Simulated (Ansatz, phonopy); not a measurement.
# How NaI (Fm-3m) expands on warming, part 3 of 3

Wanted: α(T), C_P(T) and B(T) of NaI in the quasi-harmonic approximation.

Experimental results on record:
- volume expansion coefficient 135 1e-6/K near room temperature (given in “Descriptors for thermal expansion in solids”, 2017, arXiv:1701.03966)

Ansatz 0.2.0; DFT PBE, scalar-relativistic, plane waves, PAW (the session's first sound run).

So far. Step 4 (Tight relaxation): The residual pressure is 0.0064 GPa, small enough for phonons. Step 5 (A new level, relaxed again): The residual pressure is 0.0019 GPa, small enough for phonons.

**6. The quasi-harmonic study (continued)**

Level of this step: DFT PBE+D3(BJ), scalar-relativistic, plane waves, PAW (Ansatz).

Quasi-harmonic; a, b, c are the run's own cell vectors. Expansion, by row:

| T (K) | a (Å) | b (Å) | c (Å) | alpha (deg) | beta (deg) | gamma (deg) | cell volume (Å³/cell) | alpha_a (1e-6/K) | alpha_b (1e-6/K) | alpha_c (1e-6/K) | alpha_V (1e-6/K) | C_P (J/mol-atom/K) | C_V (J/mol-atom/K) | S (J/mol-atom/K) | B_T (GPa) | B_S (GPa) | Grueneisen | extrapolation | fit error (1e-6/K) |
| --- | --- | --- | --- | --- | --- | --- | --- | --- | --- | --- | --- | --- | --- | --- | --- | --- | --- | --- | --- |
| 0 | 4.51 | 4.51 | 4.51 | 60 | 60 | 60 | 64.86 | 0 | 0 | 0 | 0 | 0 | 0 | 0 | 18.43 | 18.43 | - | 0 | 0 |
| 25 | 4.51 | 4.51 | 4.51 | 60 | 60 | 60 | 64.87 | 6.97 | 6.97 | 6.97 | 20.92 | 6.36 | 6.356 | 2.939 | 18.4 | 18.42 | 1.183 | 0 | 0 |
| 50 | 4.512 | 4.512 | 4.512 | 60 | 60 | 60 | 64.94 | 19.46 | 19.46 | 19.46 | 58.37 | 14.26 | 14.2 | 9.962 | 18.26 | 18.34 | 1.468 | 0 | 0.01 |
| 75 | 4.514 | 4.514 | 4.514 | 60 | 60 | 60 | 65.05 | 27.8 | 27.8 | 27.8 | 83.41 | 18.86 | 18.68 | 16.71 | 18.03 | 18.21 | 1.577 | 0 | 0.01 |
| 100 | 4.518 | 4.518 | 4.518 | 60 | 60 | 60 | 65.2 | 32.59 | 32.59 | 32.59 | 97.77 | 21.35 | 21.02 | 22.51 | 17.77 | 18.05 | 1.623 | 0 | 0.02 |
| 125 | 4.522 | 4.522 | 4.522 | 60 | 60 | 60 | 65.37 | 35.58 | 35.58 | 35.58 | 106.8 | 22.8 | 22.31 | 27.45 | 17.49 | 17.88 | 1.648 | 0 | 0.02 |
| 150 | 4.526 | 4.526 | 4.526 | 60 | 60 | 60 | 65.55 | 37.69 | 37.69 | 37.69 | 113.1 | 23.72 | 23.07 | 31.69 | 17.21 | 17.7 | 1.665 | 0 | 0.03 |
| 175 | 4.53 | 4.53 | 4.53 | 60 | 60 | 60 | 65.74 | 39.35 | 39.35 | 39.35 | 118 | 24.37 | 23.56 | 35.4 | 16.92 | 17.51 | 1.678 | 0 | 0.03 |
| 200 | 4.535 | 4.535 | 4.535 | 60 | 60 | 60 | 65.94 | 40.76 | 40.76 | 40.76 | 122.3 | 24.87 | 23.88 | 38.69 | 16.63 | 17.31 | 1.69 | 0 | 0.03 |
| 225 | 4.539 | 4.539 | 4.539 | 60 | 60 | 60 | 66.14 | 42.04 | 42.04 | 42.04 | 126.1 | 25.27 | 24.11 | 41.64 | 16.32 | 17.11 | 1.701 | 0 | 0.04 |
| 250 | 4.544 | 4.544 | 4.544 | 60 | 60 | 60 | 66.35 | 43.27 | 43.27 | 43.27 | 129.8 | 25.62 | 24.27 | 44.32 | 16.02 | 16.91 | 1.712 | 0 | 0.04 |
| 275 | 4.549 | 4.549 | 4.549 | 60 | 60 | 60 | 66.57 | 44.49 | 44.49 | 44.49 | 133.5 | 25.93 | 24.39 | 46.78 | 15.7 | 16.69 | 1.722 | 0 | 0.04 |
| 298.1 | 4.554 | 4.554 | 4.554 | 60 | 60 | 60 | 66.78 | 45.63 | 45.63 | 45.63 | 136.9 | 26.21 | 24.48 | 48.88 | 15.4 | 16.49 | 1.732 | 0 | 0.05 |
| 300 | 4.554 | 4.554 | 4.554 | 60 | 60 | 60 | 66.8 | 45.72 | 45.72 | 45.72 | 137.2 | 26.23 | 24.48 | 49.05 | 15.38 | 16.48 | 1.733 | 0 | 0.05 |
| 325 | 4.56 | 4.56 | 4.56 | 60 | 60 | 60 | 67.03 | 46.99 | 46.99 | 46.99 | 141 | 26.52 | 24.55 | 51.16 | 15.05 | 16.25 | 1.744 | 0 | 0.05 |
| 350 | 4.565 | 4.565 | 4.565 | 60 | 60 | 60 | 67.27 | 48.32 | 48.32 | 48.32 | 145 | 26.8 | 24.61 | 53.13 | 14.71 | 16.02 | 1.755 | 0 | 0.06 |
| 375 | 4.571 | 4.571 | 4.571 | 60 | 60 | 60 | 67.52 | 49.73 | 49.73 | 49.73 | 149.2 | 27.09 | 24.66 | 54.99 | 14.36 | 15.78 | 1.767 | 0 | 0.06 |
| 400 | 4.576 | 4.576 | 4.576 | 60 | 60 | 60 | 67.77 | 51.23 | 51.23 | 51.23 | 153.7 | 27.4 | 24.7 | 56.75 | 14.01 | 15.54 | 1.779 | 0 | 0.06 |
| 425 | 4.582 | 4.582 | 4.582 | 60 | 60 | 60 | 68.04 | 52.85 | 52.85 | 52.85 | 158.5 | 27.71 | 24.73 | 58.42 | 13.64 | 15.29 | 1.792 | 0 | 0.06 |
| 450 | 4.589 | 4.589 | 4.589 | 60 | 60 | 60 | 68.31 | 54.6 | 54.6 | 54.6 | 163.8 | 28.05 | 24.75 | 60.01 | 13.26 | 15.03 | 1.805 | 0 | 0.06 |
| 475 | 4.595 | 4.595 | 4.595 | 60 | 60 | 60 | 68.6 | 56.52 | 56.52 | 56.52 | 169.6 | 28.41 | 24.77 | 61.54 | 12.87 | 14.76 | 1.82 | 0 | 0.07 |
| 500 | 4.602 | 4.602 | 4.602 | 60 | 60 | 60 | 68.9 | 58.64 | 58.64 | 58.64 | 175.9 | 28.8 | 24.79 | 63.01 | 12.47 | 14.48 | 1.835 | 0 | 0.08 |

Expansion coefficient against temperature; values in 1e-6/K:

```
temperature (K)  volume  principal 1
              0       0            0
             25    20.9         6.97
             50    58.4         19.5
             75    83.4         27.8
            100    97.8         32.6
            125     107         35.6
            150     113         37.7
            175     118         39.4
            200     122         40.8
            225     126         42.0
            250     130         43.3
            275     133         44.5
            298     137         45.6
            300     137         45.7
            325     141         47.0
            350     145         48.3
            375     149         49.7
            400     154         51.2
            425     159         52.9
            450     164         54.6
            475     170         56.5
            500     176         58.6
```

At 298 K the volume expansion is 137 × 10⁻⁶/K and B_T is 15.4 GPa. The program raised the cutoff to 487.2 eV by itself: with no cutoff typed, the study takes about 1.16 times the default for its relaxations and scales it with the volume for the phonons.

**7. Free-energy fit**

This step: DFT PBE+D3(BJ), scalar-relativistic, plane waves, PAW (phonopy 4.10.0).

This step gave:

- volume expansion coefficient at 300 K: 137.3 1e-6/K
- isothermal bulk modulus at 300 K: 15.37 GPa
- C_P at 300 K: 26.25 J/mol-atom/K
- Grüneisen parameter at 300 K: 1.733

Table of energy (each curve on its own zero) by volume; values in meV/atom:

```
volume (Å³/atom)  static  F at 0 K  F at 300 K  F at 500 K
           32.16       0      1.39        5.87        9.65
           32.64    0.43      1.33        4.33        6.85
           33.29    2.24       2.5        3.48        4.28
           33.87    4.94      4.64        3.77        3.03
           34.46    8.63      7.78        4.98        2.64
           35.07    13.2      11.9        7.05        3.05
```

Phonopy-qha, vinet fit of F(V) at each temperature. Qha vinet, by row:

```
T (K)  fitted volume (Å³/atom)  alpha_V (1e-6/K)  B_T (GPa)  C_P (J/mol-atom/K)  Grueneisen
   75                    32.53              81.6      18.04               18.85       1.544
  100                     32.6             96.82      17.78               21.41       1.608
  125                    32.68             106.2      17.51               22.87       1.641
  150                    32.77             112.7      17.22               23.79       1.661
  175                    32.87             117.8      16.93               24.43       1.676
  200                    32.97             122.1      16.63               24.91       1.689
  225                    33.07               126      16.33               25.31         1.7
  250                    33.18             129.8      16.01               25.65       1.711
  275                    33.29             133.5      15.69               25.96       1.722
  300                     33.4             137.3      15.37               26.25       1.733
  325                    33.52             141.2      15.03               26.54       1.744
  350                    33.64             145.2      14.69               26.83       1.756
  375                    33.76             149.5      14.34               27.12       1.768
  400                    33.89             154.1      13.98               27.42        1.78
  425                    34.02             158.9      13.62               27.73       1.793
  450                    34.16             164.2      13.25               28.07       1.807
  475                     34.3             169.8      12.87               28.42       1.822
```

Volume expansion coefficient against temperature; values in 1e-6/K:

| temperature (K) | phonopy-qha, Vinet | Ansatz's own study |
| --- | --- | --- |
| 75 | 81.6 | 83.4 |
| 100 | 96.8 | 97.8 |
| 125 | 106 | 107 |
| 150 | 113 | 113 |
| 175 | 118 | 118 |
| 200 | 122 | 122 |
| 225 | 126 | 126 |
| 250 | 130 | 130 |
| 275 | 134 | 133 |
| 300 | 137 | 137 |
| 325 | 141 | 141 |
| 350 | 145 | 145 |
| 375 | 150 | 149 |
| 400 | 154 | 154 |
| 425 | 159 | 159 |
| 450 | 164 | 164 |
| 475 | 170 | 170 |

The fit gives a volume expansion of 137 × 10⁻⁶/K at 300 K, against 137 at 298 K from the study's own fit of the same cells.

**8. Summary of results**

```yaml
settings_of_these_figures: PBE+D3(BJ), 487.2 eV, k 8×8×8, q 4×4×4
volume_expansion_coefficient_at_298_k: 136.9 1e-6/K
c_p_at_298_k: 26.21 J/mol-atom/K
entropy_at_298_k: 48.88 J/mol-atom/K
isothermal_bulk_modulus_at_298_k: 15.40 GPa
grueneisen_parameter_at_298_k: 1.732
volume_at_298_k: 33.39 Å³/atom
principal_linear_expansion_coefficients_at_298_k: 45.63, 45.63, 45.63 1e-6/K
```

What this shows: Near room temperature NaI expands by 137 × 10⁻⁶/K in volume at this level, with C_P = 26.2 J/(mol K) per mole of atoms and B_T = 15.4 GPa. C_P at room temperature is 105 % of the classical 3R an atom; the excess over 3R comes from expansion work. A measured volume expansion coefficient near room temperature is 135 1e-6/K (arXiv:1701.03966); the calculated 137 1e-6/K differs by +1 %. The dispersion part of the force constants is taken with its C6 weights frozen at the reference structure.

[Long decimals in the printed logs are rounded to 6 places.]

[Logs are printed without paths, hosts, clocks, repeated set-up lines and the standing remarks that a program may print on its own settings, such as how far it seeks lower states.]

[Hosts, paths, dates, database ids (printed as entryN), source tags and the programs' standing remarks are cut or masked in the printed files.]

[Where the starting crystal was built by hand or by swapping elements, it need not be the compound's stable phase.]

[A step with changed settings may run another functional than the one named; its input shows which.]

[Pressures of single members of a volume series are the stress at the run's cutoff; with an incomplete basis they can lie off −dE/dV of the same runs, and they are not shown converged.]
